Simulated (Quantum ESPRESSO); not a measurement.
# Mn2Ga2S5: which magnetic order is lowest

Does Mn2Ga2S5 prefer parallel or opposed moments?

Main program and level: Quantum ESPRESSO 7.5; PBEsol with U = 4 eV on Mn d (ortho-atomic projectors); plane waves with GBRV 1.5 PBEsol potentials, no spin-orbit coupling.

Most raw output is cut from this account.

## Step 1: The starting structure

Symmetry: P-3m1, No. 164, trigonal system. The conventional cell has a = 3.728 Å, b = 3.728 Å, c = 15.333 Å, α = 90.00°, β = 90.00°, γ = 120.00°. Mn has 6 S at 2.52 to 2.63 Å nearest. Nearest to Ga lie 4 S at 2.23 to 2.38 Å. S has 6 Mn at 2.63 Å nearest. S has 1 Ga at 2.23 Å and 3 Mn at 2.52 Å nearest. Nearest to S lie 3 Ga at 2.38 Å. Farther neighbours and most contacts between anions are not listed.

The cell comes from Materials Project 2023-11-01, a database of computed structures, and need not be the stable phase.

## Step 2: Run 1, typed as ferro ++

The signs are those of the starting moments on the seeded atoms, the atoms that are given a moment.

Contents of pw.in:

```
&CONTROL
  calculation = 'scf'
  prefix = 'pwscf'
  outdir = './tmp'
  pseudo_dir = './pseudo'
  disk_io = 'nowf'
/
&SYSTEM
  ibrav = 0
  celldm(1) = 8
  nat = 9
  ntyp = 3
  ecutwfc = 40
  ecutrho = 280
  nbnd = 67
  occupations = 'smearing'
  smearing = 'fd'
  degauss = 0.00367493
  nspin = 2
  starting_magnetization(1) = 0.3
  starting_magnetization(2) = 0
  starting_magnetization(3) = 0
/
&ELECTRONS
  conv_thr = 1.8d-08
  electron_maxstep = 150
  mixing_beta = 0.3
/
ATOMIC_SPECIES
Mn     54.9380 mn_pbesol_v1.5.uspp.F.UPF
Ga     69.7230 ga_pbesol_v1.4.uspp.F.UPF
S      32.0600 s_pbesol_v1.4.uspp.F.UPF
CELL_PARAMETERS alat
   0.8806016239197    0.0000000000000    0.0000000000000
  -0.4403008119717    0.7626233769333    0.0000000000000
   0.0000000000000    0.0000000000000    3.6220040480000
ATOMIC_POSITIONS crystal
Mn      0.3333333300    0.6666666700    0.4018990000
Mn      0.6666666700    0.3333333300    0.5981010000
Ga      0.3333333300    0.6666666700    0.8286040000
Ga      0.6666666700    0.3333333300    0.1713960000
S       0.0000000000    0.0000000000    0.5000000000
S       0.3333333300    0.6666666700    0.6831100000
S       0.6666666700    0.3333333300    0.3168900000
S       0.3333333300    0.6666666700    0.1058920000
S       0.6666666700    0.3333333300    0.8941080000
K_POINTS automatic
6 6 2 0 0 0
HUBBARD {ortho-atomic}
U Mn-3d 4.0000
```

On the command line:

```bash
$ OMP_NUM_THREADS=1 mpirun -n 4 pw.x -nk 4 -in pw.in > pw.out
```

Run time: 85 s. Hardware: 4 MPI ranks of Intel Xeon Platinum 8488C (Sapphire Rapids), shared host; peak memory 1 GiB; 5.7 min of CPU time.

Spin moment in the atom's sphere by atom:

| atom | spin moment in the atom's sphere (μB) |
| --- | --- |
| Mn1 | 4.40 |
| Mn2 | 4.40 |
| Ga3 | 0.01 |
| Ga4 | 0.01 |
| S5 | 0.07 |
| S6 | 0.04 |
| S7 | 0.04 |
| S8 | 0.02 |
| S9 | 0.02 |

Numbers from this step:

```
smearing term TS       : 0.004904 eV
magnetization          : 9.98 μB
absolute magnetization : 9.996 μB
final state            : ferromagnetic
```

## Step 3: Run 2 (antiferro +−)

Changes to pw.in since step 2:

```diff
@@ -11,6 +11,6 @@
   nat = 9
-  ntyp = 3
+  ntyp = 4
   ecutwfc = 40
   ecutrho = 280
-  nbnd = 67
+  nbnd = 63
   occupations = 'smearing'
@@ -20,4 +20,5 @@
   starting_magnetization(1) = 0.3
-  starting_magnetization(2) = 0
+  starting_magnetization(2) = -0.3
   starting_magnetization(3) = 0
+  starting_magnetization(4) = 0
 /
@@ -29,3 +30,4 @@
 ATOMIC_SPECIES
-Mn     54.9380 mn_pbesol_v1.5.uspp.F.UPF
+Mn1    54.9380 mn_pbesol_v1.5.uspp.F.UPF
+Mn2    54.9380 mn_pbesol_v1.5.uspp.F.UPF
 Ga     69.7230 ga_pbesol_v1.4.uspp.F.UPF
@@ -37,4 +39,4 @@
 ATOMIC_POSITIONS crystal
-Mn      0.3333333300    0.6666666700    0.4018990000
-Mn      0.6666666700    0.3333333300    0.5981010000
+Mn1     0.3333333300    0.6666666700    0.4018990000
+Mn2     0.6666666700    0.3333333300    0.5981010000
 Ga      0.3333333300    0.6666666700    0.8286040000
@@ -49,2 +51,3 @@
 HUBBARD {ortho-atomic}
-U Mn-3d 4.0000
+U Mn1-3d 4.0000
+U Mn2-3d 4.0000
```

It took 90 s on 4 MPI ranks; peak memory 1 GiB.

Spin moment in the atom's sphere by atom:

| atom | spin moment in the atom's sphere (μB) |
| --- | --- |
| Mn1 | 4.37 |
| Mn2 | -4.37 |
| Ga3 | -0.01 |
| Ga4 | 0.01 |
| S5 | 0.00 |
| S6 | -0.03 |
| S7 | 0.03 |
| S8 | 0.01 |
| S9 | -0.01 |

This step gave:

```
smearing term TS       : 6.32e-4 eV
magnetization          : 0 μB
absolute magnetization : 9.713 μB
final state            : antiferromagnetic
```

## Step 4: The states side by side

An order is kept where moments of 0.15 μB or more survive with the typed signs; meshes match where a doubled cell samples the same k points as the first cell.

Orders:

| start | final state | typed order kept | energy over the lowest (meV a seeded atom) | largest site moment (μB) | net moment (μB a cell of the first run) | mesh matched | CPU time (s) |
| --- | --- | --- | --- | --- | --- | --- | --- |
| ferro ++ | ferromagnetic | yes | 21.71 | 4.4 | 9.98 | yes | 340 |
| antiferro +- | antiferromagnetic | yes | 0 | 4.366 | 0 | yes | 357.5 |

## Step 5: The lowest state again, with its states saved

Changes to pw.in since step 3:

```diff
@@ -5,3 +5,3 @@
   pseudo_dir = './pseudo'
-  disk_io = 'nowf'
+  disk_io = 'low'
 /
@@ -14,3 +14,3 @@
   ecutrho = 280
-  nbnd = 63
+  nbnd = 67
   occupations = 'smearing'
```

It took 93 s on 4 MPI ranks; peak memory 1 GiB.

This step gave:

```
smearing term TS       : 6.32e-4 eV
magnetization          : 0 μB
absolute magnetization : 9.713 μB
final state            : antiferromagnetic
largest moment         : 4.366 μB
```

## Step 6: Another way to count moments

projwfc.x projects the saved states on orthogonalised atomic orbitals of the pseudopotential files.

The job ended after 3.6 s (4 MPI ranks; peak memory 0.26 GiB; 14 s of CPU time).

| atom | moment in the sphere (μB) | Löwdin moment (μB) | Löwdin charge (e) |
| --- | --- | --- | --- |
| Mn1 | 4.366 | 4.747 | 15.022 |
| Mn2 | -4.366 | -4.747 | 15.022 |
| Ga3 | -0.009 | -0.029 | 18.662 |
| Ga4 | 0.009 | 0.029 | 18.662 |
| S5 | 0.000 | 0.000 | 6.054 |
| S6 | -0.034 | -0.049 | 6.051 |
| S7 | 0.034 | 0.049 | 6.051 |
| S8 | 0.012 | 0.020 | 6.143 |
| S9 | -0.012 | -0.020 | 6.143 |

## Step 7: Occupations of the corrected shells in the lowest state

Occupations of the Hubbard shells:

| block | type | shell | spin | electrons | occupation numbers |
| --- | --- | --- | --- | --- | --- |
| 1 | Mn1 | 3d | up | 4.958 | 0.987 0.987 0.994 0.995 0.995 |
| 1 | Mn1 | 3d | down | 0.3108 | 0.019 0.024 0.024 0.122 0.122 |
| 2 | Mn2 | 3d | up | 0.3108 | 0.019 0.024 0.024 0.122 0.122 |
| 2 | Mn2 | 3d | down | 4.958 | 0.987 0.987 0.994 0.995 0.995 |

## Step 8: Outcome

```
lowest state found      : antiferromagnetic (from antiferro +-)
largest site moment     : 4.37 μB
next state with moments : ferromagnetic, 21.7 meV a seeded atom higher
```

What this shows: The largest moment reads 4.37 μB in the sphere and 4.75 μB by Löwdin projection; a site moment hangs on how space is shared out. Only these 2 starts were compared; other wavevectors, canted and longer-period orders were not.

[Logs and program files are shortened in this print: banners, set-up blocks, solver, clock and traceback lines can be left out without a mark of their own.]

[Logs are printed without paths, hosts, clocks, repeated set-up lines and the standing remarks that a program may print on its own settings, such as how far it seeks lower states.]

[Hosts, paths, dates, database ids (printed as entryN), source tags and the programs' standing remarks are cut or masked in the printed files.]

[Where a cell is said to come from a database of computed structures, the database is the Materials Project.]
